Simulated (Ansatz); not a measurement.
**Starting-point dependence of the GW gap of KF (Carobbiite)**

Aim: G0W0 for KF (Carobbiite) on several starting functionals, at one mesh, band count and screening cutoff.

Main program and level: Ansatz 0.2.0; G0W0 on several functionals, plane waves, PAW.

In doubt: masses and optical values from hybrid runs of this build are listed as unsure (step 4), which bears on the screening that GW takes from such a start.

### Step 1. The starting structure

Symmetry: Fm-3m, No. 225, cubic system. Conventional cell: a = 5.344 Å, b = 5.344 Å, c = 5.344 Å, α = 90.00°, β = 90.00°, γ = 90.00°. Nearest to K lie 6 F at 2.67 Å. Nearest to F lie 6 K at 2.67 Å. Farther neighbours and most contacts between anions are not listed.

The cell and positions come from the Crystallography Open Database and are kept as given unless a step says otherwise.

### Step 2. G0W0 on LDA

G0W0 replaces the xc potential by the self-energy, built once from these orbitals. Only a window of levels is corrected, while the sums run over the empty bands that the input names. This step takes PAW set soft_1 files.

This step: G0W0 on LDA, plane waves, PAW; PAW set soft_1.

The input, input.yaml:

```yaml
crystal:
  lattice:
    - [0.0, 2.67185, 2.67185]
    - [2.67185, 0.0, 2.67185]
    - [2.67185, 2.67185, 0.0]
  atoms:
    - { symbol: K, position: [0.0, 0.0, 0.0] }
    - { symbol: F, position: [0.5, 0.5, 0.5] }
kpoints:
  mp_grid: { grid: [6, 6, 6] }
hamiltonian:
  xc: lda
  pseudopotentials: { kind: paw, azcp: { folder: soft_1 }, xc_functional: pbe }
scf:
  occupations: { method: fixed }
gw:
  n_empty_bands: 113
  ecut_chi: 120
  qp_bands: [v2, c2]
  qp_kpoints: band_edges
  screening: { model: contour_deformation }
```

Command:

```sh
ansatz run input.yaml --threads 24 --pin off --max-ram 82944MiB --backend cuda --events-out ev --progress --plain --runs-dir out --devices 1 --max-vram 78GiB
```

Numbers of over 12 decimals in the logs are rounded to 6 here.

The log of the run:

```text
GPUs: using 1 of 1 available (devices: 1).
Engine: ansatz 0.2.0, aarch64-unknown-linux-gnu
Pseudopotentials: kind: paw
Pseudopotential: K, paw, valence charge 9, recommended cutoff 420 eV (normal), soft_1/K.paw.azcp
Pseudopotential: F, paw, valence charge 7, recommended cutoff 420 eV (normal), soft_1/F.paw.azcp
Functional definition: SPW92
  exchange = slater_x
  correlation = pw_c
[...]
Crystal: 2 atoms, lattice volume = 38.148 Å³
Basis set: ecut = 420 eV, 725 PW (Γ)
Bands: 12, of which v1, the nominal top of the filled ones, is band 8 counted from 1 (7 counted from 0)
Symmetry: 48 space group operations
Space group: Fm-3m (ITA 225), of the structure as read, at distance tolerance 3.4e-5 Å
k-points: 16 of 216
Non-local potential: K, projectors of the file, l = 0: 3, l = 1: 2, l = 2: 2
Non-local potential: F, projectors of the file, l = 0: 2, l = 1: 2, l = 2: 1
PAW form: soft (Blöchl's): semilocal exchange-correlation on the pseudo side does not see the compensation charge
PAW frozen core: K, regenerated for the run's functional, and the local potential with it (the file was generated under x = pbe(κ = 0.804, μ = 0.219515), c = pbe(β = 0.066725))
PAW frozen core: F, regenerated for the run's functional, and the local potential with it (the file was generated under x = pbe(κ = 0.804, μ = 0.219515), c = pbe(β = 0.066725))
PAW one-centre angular grid: K, 110 points (default); XC on 64 Gauss nodes
PAW one-centre angular grid: F, 110 points (default); XC on 64 Gauss nodes
Initial density: superposition of atomic densities (chi_scale 0.1, normalization cell, long waves kept (reshape's long-wave potential 0.00 eV rms))
Initial wavefunctions: pseudopotential atomic-orbital guess
[...]
Functional: x = slater, c = lda
SCF iter   1: F=—  HF=-2296.336155 eV  |F-HF|=—  |Δ(HF+E_count)|=         —  Δρ=2.18e-1  dr2=1.57e1  ethr=3.10e-3  ⟨swp⟩=4.2  Hψ=1123  notcnv=0  defer=19
preconditioner: auto → none  [insulator: Δε(μ)=1.936 eV  Ē_g=15.677 eV  n_scr=14 (ndim 8)  ℏωp=22.5 eV  f_vac=0.000  ε∞_Penn≈3.1]
SCF iter   2: F=—  HF=-2295.499788 eV  |F-HF|=—  |Δ(HF+E_count)|=   8.36e-1  Δρ=1.92e-1  dr2=8.80e0  ethr=3.10e-3  ⟨swp⟩=3.9  Hψ=676  notcnv=0  defer=22
SCF iter   3: F=—  HF=-2292.783296 eV  |F-HF|=—  |Δ(HF+E_count)|=    2.72e0  Δρ=3.33e-2  dr2=3.23e-1  ethr=3.10e-3  ⟨swp⟩=2.9  Hψ=513  notcnv=0  defer=19
SCF iter   4: F=—  HF=-2292.749611 eV  |F-HF|=—  |Δ(HF+E_count)|=   3.37e-2  Δρ=1.48e-2  dr2=6.15e-2  ethr=2.02e-3  ⟨swp⟩=2.0  Hψ=467  notcnv=0  defer=29
SCF iter   5: F=—  HF=-2292.736329 eV  |F-HF|=—  |Δ(HF+E_count)|=   1.33e-2  Δρ=1.24e-3  dr2=5.10e-4  ethr=3.84e-4  ⟨swp⟩=2.1  Hψ=387  notcnv=0  defer=25
SCF iter   6: F=—  HF=-2292.736644 eV  |F-HF|=—  |Δ(HF+E_count)|=   3.15e-4  Δρ=2.81e-4  dr2=3.08e-5  ethr=3.19e-6  ⟨swp⟩=3.0  Hψ=328  notcnv=0  defer=30
SCF iter   7: F=—  HF=-2292.736648 eV  |F-HF|=—  |Δ(HF+E_count)|=   3.78e-6  Δρ=9.33e-5  dr2=3.38e-6  ethr=1.93e-7  ⟨swp⟩=2.1  Hψ=321  notcnv=0  defer=7
SCF iter   8: F=—  HF=-2292.736647 eV  |F-HF|=—  |Δ(HF+E_count)|=   8.77e-7  Δρ=2.89e-5  dr2=3.36e-7  ethr=2.11e-8  ⟨swp⟩=2.0  Hψ=220  notcnv=0  defer=10
SCF iter   9: F=-2292.736647 eV  HF=-2292.736647 eV  |F-HF|=4.40e-9  |Δ(HF+E_count)|=   8.94e-8  Δρ=3.30e-6  dr2=5.24e-9  ethr=6.25e-10  ⟨swp⟩=4.2  Hψ=823  notcnv=0
SCF 1 converged in 9 iterations: F = -2292.736647 eV  dr2 = 5.24e-9
  greatest PAW one-centre occupation: 0.985 electrons in one spin orbital (limit 2), on the K atom at site 0 (counted from 0), in its partial waves of l = 0
[...]
NSCF: frozen V_eff on 16 k-points, pencils in batches of 32, up to order 48
the band table was solved once the SCF had ended and its energy, with any forces and stress, was formed, with the checks that follow a solve (1185 applications of the Hamiltonian). They found nothing against the state; the energy, forces and stress were not computed again (output.eigenvalues in the input reference)
[...]
NSCF: frozen V_eff on 16 k-points
G₀W₀ screening: q 1/16
[... further progress lines ...]
[...]
NSCF: frozen V_eff on 1 k-points
[...]
NSCF: frozen V_eff on 1 k-points
SCF converged after 9 iterations
Free energy (F): -2292.736647 eV
Harris-Foulkes:  -2292.736647 eV  (|F-HF|=4.40e-9)
[...]
1    10     11.0938    -4.8914    -3.5235   -10.9205  0.8773    13.6496    13.5993  root
     2     7      0.7238   -29.9686     5.4447   -22.3801  0.7799    -1.4852    -1.4201  root
     2     8      0.7238   -29.9686     5.4447   -22.3801  0.7799    -1.4852    -1.4201  root
     2     9      9.1367    -7.0391    -3.0086   -11.9690  0.8721    11.0830    11.0580  root
     2    10     10.8019    -4.8915    -3.4142   -10.5025  0.8768    13.0370    12.9986  root
     3     7      0.6357   -29.7565     5.4365   -22.1681  0.7795    -1.5829    -1.5162  root
     3     8      0.6357   -29.7565     5.4365   -22.1681  0.7795    -1.5829    -1.5162  root
     3     9      9.7934    -7.4289    -3.0224   -12.6848  0.8666    12.0637    12.0268  root
     3    10     11.2176    -4.8179    -3.3925    -9.9980  0.8754    13.0320    13.0051  root
     4     7      0.9701   -30.5779     5.4588   -22.9956  0.7812    -1.2146    -1.1534  root
     4     8      0.9701   -30.5779     5.4588   -22.9956  0.7812    -1.2146    -1.1534  root
     4     9      7.7383    -5.7991    -3.0564   -10.5726  0.8830     9.4727     9.4554  root
     4    10     10.5957    -4.4004    -3.4762   -10.3077  0.8812    13.0711    13.0268  root
     5     7      0.8222   -30.1517     5.4203   -22.5933  0.7811    -1.3792    -1.3158  root
     5     8      0.8712   -30.3215     5.4386   -22.7488  0.7810    -1.3255    -1.2628  root
     5     9      8.9931    -6.3821    -3.1006   -11.3406  0.8762    10.8739    10.8510  root
     5    10     10.1856    -4.4587    -3.3774   -10.1246  0.8810    12.5124    12.4741  root
     6     7      0.6854   -29.8430     5.4031   -22.2873  0.7807    -1.5331    -1.4673  root
     6     8      0.7143   -29.9548     5.4319   -22.3753  0.7802    -1.4987    -1.4333  root
     6     9      9.9365    -6.7486    -3.1141   -12.0844  0.8694    12.1951    12.1582  root
     6    10     10.7698    -5.0618    -3.3762   -10.4487  0.8758    12.8129    12.7804  root
     7     7      0.6536   -29.8295     5.4442   -22.2338  0.7794    -1.5645    -1.4980  root
     7     8      0.7957   -30.0454     5.3823   -22.5178  0.7819    -1.4134    -1.3497  root
     7     9      9.7935    -6.8324    -3.1003   -12.0040  0.8701    11.8962    11.8648  root
[...]
14     7      0.7632   -29.9981     5.3703   -22.4755  0.7820    -1.4536    -1.3892  root
    14     8      0.7850   -30.0107     5.3477   -22.5104  0.7827    -1.4316    -1.3676  root
    14     9     10.2861    -6.0030    -3.2336   -11.4755  0.8717    12.5638    12.5249  root
    14    10     10.6083    -5.2642    -3.3450   -10.7908  0.8746    12.8277    12.7899  root
    15     7      0.8046   -30.0121     5.2902   -22.5613  0.7843    -1.4197    -1.3561  root
    15     8      0.8797   -30.2571     5.3619   -22.7513  0.7830    -1.3266    -1.2641  root
    15     9      9.6728    -4.6336    -3.2710   -10.1082  0.8810    11.9105    11.8764  root
    15    10     11.3156    -5.9954    -3.3750   -11.5979  0.8664    13.5886    13.5430  root
```

Run time: 4.9 s. Hardware: 1 × NVIDIA GB200 (shared by 2 runs) with 24 threads of Arm Neoverse V2, shared host; peak memory 1.1 GiB.

In the SCF lines HF is the Harris–Foulkes energy and dr2 the Hartree energy of the density residual, in eV; the loop may stop once dr2 is under the threshold and the program's other checks hold. Hψ counts applications of the Hamiltonian.

This step gave:

* bands summed: 121
* RPA ε∞ on this mesh (eigenvalues): 1.960, 1.960, 1.960
* plane waves in the screening matrix: 113
* q-points in the mesh: 216
* G0W0 gap on the mesh: 9.556 eV
* k of the valence top: 0, 0, 0
* k of the conduction bottom: 0, 0, 0
* starting gap on the mesh: 5.806 eV
* Z at the valence top: 0.7808
* Z at the conduction bottom: 0.8888
* least direct G0W0 gap on the computed points: 9.556 eV

The gap on the mesh goes from 5.81 eV to 9.56 eV, a correction of +3.75 eV. Between the two edge states, bare exchange in place of the xc potential would open the gap by 12.31 eV, and correlation takes back 8.56 eV.

### Step 3. G0W0 on PBE

The same correction from a different start measures what one shot leaves open.

This step: G0W0 on PBE, plane waves, PAW; PAW set soft_1.

input.yaml, as its differences from that of step 2:

```diff
@@ -11,4 +11,4 @@
 hamiltonian:
-  xc: lda
-  pseudopotentials: { kind: paw, azcp: { folder: soft_1 }, xc_functional: pbe }
+  xc: pbe
+  pseudopotentials: { kind: paw, azcp: { folder: soft_1 } }
 scf:
```

The log of the run:

```text
GPUs: using 1 of 1 available (devices: 1).
[...]
Crystal: 2 atoms, lattice volume = 38.148 Å³
Basis set: ecut = 420 eV, 725 PW (Γ)
Bands: 12, of which v1, the nominal top of the filled ones, is band 8 counted from 1 (7 counted from 0)
[... 1 set-up line as in the run before ...]
[...]
k-points: 16 of 216
[...]
SCF iter   1: F=—  HF=-2351.883760 eV  |F-HF|=—  |Δ(HF+E_count)|=         —  Δρ=1.97e-1  dr2=1.28e1  ethr=3.10e-3  ⟨swp⟩=4.0  Hψ=1092  notcnv=0  defer=19
[...]
SCF iter   9: F=-2348.800704 eV  HF=-2348.800704 eV  |F-HF|=1.64e-9  |Δ(HF+E_count)|=   9.25e-8  Δρ=2.25e-6  dr2=1.90e-9  ethr=6.25e-10  ⟨swp⟩=4.2  Hψ=837  notcnv=0
SCF 1 converged in 9 iterations: F = -2348.800704 eV  dr2 = 1.90e-9
[...]
NSCF: frozen V_eff on 16 k-points, pencils in batches of 32, up to order 48
[...]
NSCF: frozen V_eff on 16 k-points
G₀W₀ screening: q 1/16
[... further progress lines ...]
[...]
SCF converged after 9 iterations
Free energy (F): -2348.800704 eV
[...]
Internal energy: -2348.800704 eV  (E = F + TS)
E sigma→0 (E₀):  -2348.800704 eV
Fermi energy:    1.451312 eV
[...]
--- Band table (eV; the first three rows and the last of 16) ---
  k-point 0: bands = [... 4 lower, -7.9215, 1.4513, 1.4513, 1.4513, 7.6335, 12.1282, 12.1282, 12.1282]
  k-point 1: bands = [... 4 lower, -7.9308, 1.2199, 1.3618, 1.3618, 8.3753, 11.7506, 12.4815, 12.4815]
  k-point 2: bands = [... 4 lower, -7.9490, 0.8318, 1.1885, 1.1885, 9.9263, 11.5392, 13.1844, 13.1844]
  k-point 15: bands = [... 4 lower, -8.0401, 1.1334, 1.2594, 1.3334, 10.4060, 12.0721, 12.3908, 14.8867]
--- G₀W₀: contour deformation, 5 samples at zero and on the imaginary axis and 3 off it, 216 q-points, 113 empty bands' worth ---
  eigenvalues of the whole cell's RPA ε∞ on this k-mesh (on a slab, of 1 + 4πα/V) = 1.9025, 1.9025, 1.9025; static W/v taken at q = 0 is 0.525628
  gw.qp_kpoints: band_edges: 16 of 16 stored k-points solved, in 1 pass; an edge of the gap read off the rows below is read off those points alone
    ik  band        ε_KS         Σx   Σc(E_QP)       V_xc       Z   E_QP_lin       E_QP  E_QP is
     0     7      1.4513   -30.7850     5.4435   -23.0049  0.7879    -0.9557    -0.8853  root
     0     8      1.4513   -30.7850     5.4435   -23.0049  0.7879    -0.9557    -0.8853  root
     0     9      7.6335    -4.8718    -2.9543    -8.8631  0.8935     8.6757     8.6705  root
     0    10     12.1282    -5.2883    -3.5005   -11.2100  0.8815    14.5910    14.5494  root
     1     7      1.3618   -30.5440     5.4305   -22.7622  0.7877    -1.0618    -0.9895  root
     1     8      1.3618   -30.5440     5.4305   -22.7622  0.7877    -1.0618    -0.9895  root
     1     9      8.3753    -5.6782    -2.8988    -9.7045  0.8883     9.5092     9.5028  root
     1    10     11.7506    -5.0473    -3.3794   -10.5893  0.8820    13.9458    13.9133  root
[...]
15     7      1.2594   -30.1333     5.2711   -22.4698  0.7910    -1.2074    -1.1330  root
    15     8      1.3334   -30.3738     5.3360   -22.6669  0.7898    -1.1104    -1.0376  root
    15     9     10.4060    -4.6988    -3.1310    -9.5948  0.8857    12.1902    12.1710  root
    15    10     12.0721    -5.9538    -3.2236   -10.9959  0.8727    13.9164    13.8906  root
```

Elapsed: 4.2 s, on 1 × NVIDIA GB200 (shared by 2 runs) with 24 threads; peak memory 1.2 GiB; 10 s of CPU time.

Numbers from this step:

* bands summed: 121
* RPA ε∞ on this mesh (eigenvalues): 1.902, 1.902, 1.902
* plane waves in the screening matrix: 113
* q-points in the mesh: 216
* G0W0 gap on the mesh: 9.556 eV
* k of the valence top: 0, 0, 0
* k of the conduction bottom: 0, 0, 0
* starting gap on the mesh: 6.182 eV
* Z at the valence top: 0.7879
* Z at the conduction bottom: 0.8935
* least direct G0W0 gap on the computed points: 9.556 eV

Against the run with 6×6×6 mesh, 113 empty bands, screening to 120 eV, PAW set soft_1 files on LDA, the gap moves by +0.000 eV, while the start moved by +0.38 eV.

### Step 4. G0W0 on HSE06

This step: G0W0 on HSE06, plane waves, PAW; PAW set soft_1.

input.yaml, as its differences from that of step 3:

```diff
@@ -11,3 +11,3 @@
 hamiltonian:
-  xc: pbe
+  xc: hse06
   pseudopotentials: { kind: paw, azcp: { folder: soft_1 } }
```

The log of the run:

```text
GPUs: using 1 of 1 available (devices: 1).
[...]
davidson cushion auto → on  (no smearing: the cushion is to keep the highest requested band from converging to the state above it; pin scf.eigensolver.cushion to override)
[...]
Crystal: 2 atoms, lattice volume = 38.148 Å³
Basis set: ecut = 420 eV, 725 PW (Γ)
Bands: 12, of which v1, the nominal top of the filled ones, is band 8 counted from 1 (7 counted from 0)
[... 1 set-up line as in the run before ...]
[...]
k-points: 16 of 216
[...]
3     7     -0.4914   -30.0643     4.6124   -24.0403  0.8237    -1.9192    -1.9030  root
     3     8     -0.4914   -30.0643     4.6124   -24.0403  0.8237    -1.9192    -1.9030  root
     3     9     11.0800    -6.6057    -2.6099   -10.7361  0.8986    12.6096    12.6005  root
[...]
15     7     -0.3161   -30.3135     4.5006   -24.4043  0.8271    -1.7402    -1.7248  root
    15     8     -0.2476   -30.5086     4.5556   -24.5661  0.8261    -1.6495    -1.6345  root
    15     9     10.9562    -4.2958    -2.7885    -8.5040  0.9084    12.3835    12.3759  root
    15    10     12.6657    -5.4781    -2.8416    -9.7690  0.8988    14.1245    14.1150  root
```

The job ended after 7.9 s (1 × NVIDIA GB200 (shared by 2 runs) with 24 threads; peak memory 1.2 GiB; 30 s of CPU time).

Numbers from this step:

- bands summed: 121
- RPA ε∞ on this mesh (eigenvalues): 1.735, 1.735, 1.735
- plane waves in the screening matrix: 113
- G0W0 gap on the mesh: 10.45 eV
- k of the valence top: 0, 0, 0
- k of the conduction bottom: 0, 0, 0
- starting gap on the mesh: 8.182 eV
- least direct G0W0 gap on the computed points: 10.45 eV

Against the run with 6×6×6 mesh, 113 empty bands, screening to 120 eV, PAW set soft_1 files on PBE, the gap moves by +0.90 eV, while the start moved by +2.00 eV.

### Step 5. Side by side

All on the 6×6×6 mesh with 113 empty bands and screening to 120 eV. Times are wall times on 1 × NVIDIA GB200 (shared by 2 runs) with 24 threads of Arm Neoverse V2, shared host, good to a factor of about two.

```
start  starting gap (eV)  shift (eV)  G0W0 gap (eV)  RPA ε∞ (harmonic mean)  Z (valence, conduction)   time
  LDA               5.81       +3.75           9.56                    1.96               0.78, 0.89  4.9 s
  PBE               6.18       +3.37           9.56                    1.90               0.79, 0.89  4.2 s
HSE06               8.18       +2.27          10.45                    1.74               0.82, 0.91  7.9 s
```

The parts of the quasiparticle energy at the two band edges (eV; QP = start + Σx + Σc − Vxc):

```
  run               edge  start      Σx     Σc     Vxc     Z     QP
  LDA        valence top   1.00  -30.68   5.48  -23.08  0.78  -1.12
  LDA  conduction bottom   6.81   -5.01  -3.08   -9.73  0.89   8.44
  PBE        valence top   1.45  -30.79   5.44  -23.00  0.79  -0.89
  PBE  conduction bottom   7.63   -4.87  -2.95   -8.86  0.89   8.67
HSE06        valence top  -0.14  -30.83   4.65  -24.83  0.82  -1.49
HSE06  conduction bottom   8.04   -4.61  -2.72   -8.25  0.91   8.96
```

For a hybrid start, Vxc holds its share of exact exchange.

### Step 6. What came out

| Quantity | Value |
| --- | --- |
| G0W0@LDA | 9.56 eV (start 5.81 eV) |
| G0W0@PBE | 9.56 eV (start 6.18 eV) |
| G0W0@HSE06 | 10.45 eV (start 8.18 eV) |
| known limits | not at the basis limit |

What this shows: The starting gaps span 2.38 eV and the G0W0 gaps 0.90 eV. Between LDA and HSE06, 0.90 eV of the 2.38 eV survives, 38 %. HSE06 screens less than LDA (ε∞ 1.74 against 1.96). Of the 0.90 eV by which its G0W0 gap is higher, the correlation part gives +1.20 eV, and exchange with the one-particle terms, which follow the orbitals, −0.30 eV. The smallest correction, +2.27 eV, is on HSE06, the start nearest to reproducing itself. Bands and cutoff are finite, so the gap is not at the basis limit. The miss can reach some tenths of an eV and take either sign; the mesh is an error of its own.

[Paths, hosts, dates, memory and timing lines, banners, echoed tables and standing remarks are left out of the program output.]

[Logs are printed without paths, hosts, clocks, repeated set-up lines and the standing remarks that a program may print on its own settings, such as how far it seeks lower states.]

[Runs of the session that timed out or met a known fault of the program may be left out.]

[Cells called generated may have been cut or substituted from an entry of the Crystallography Open Database or the Materials Project.]

[Hosts, paths, dates, database ids (printed as entryN), source tags and the programs' standing remarks are cut or masked in the printed files.]
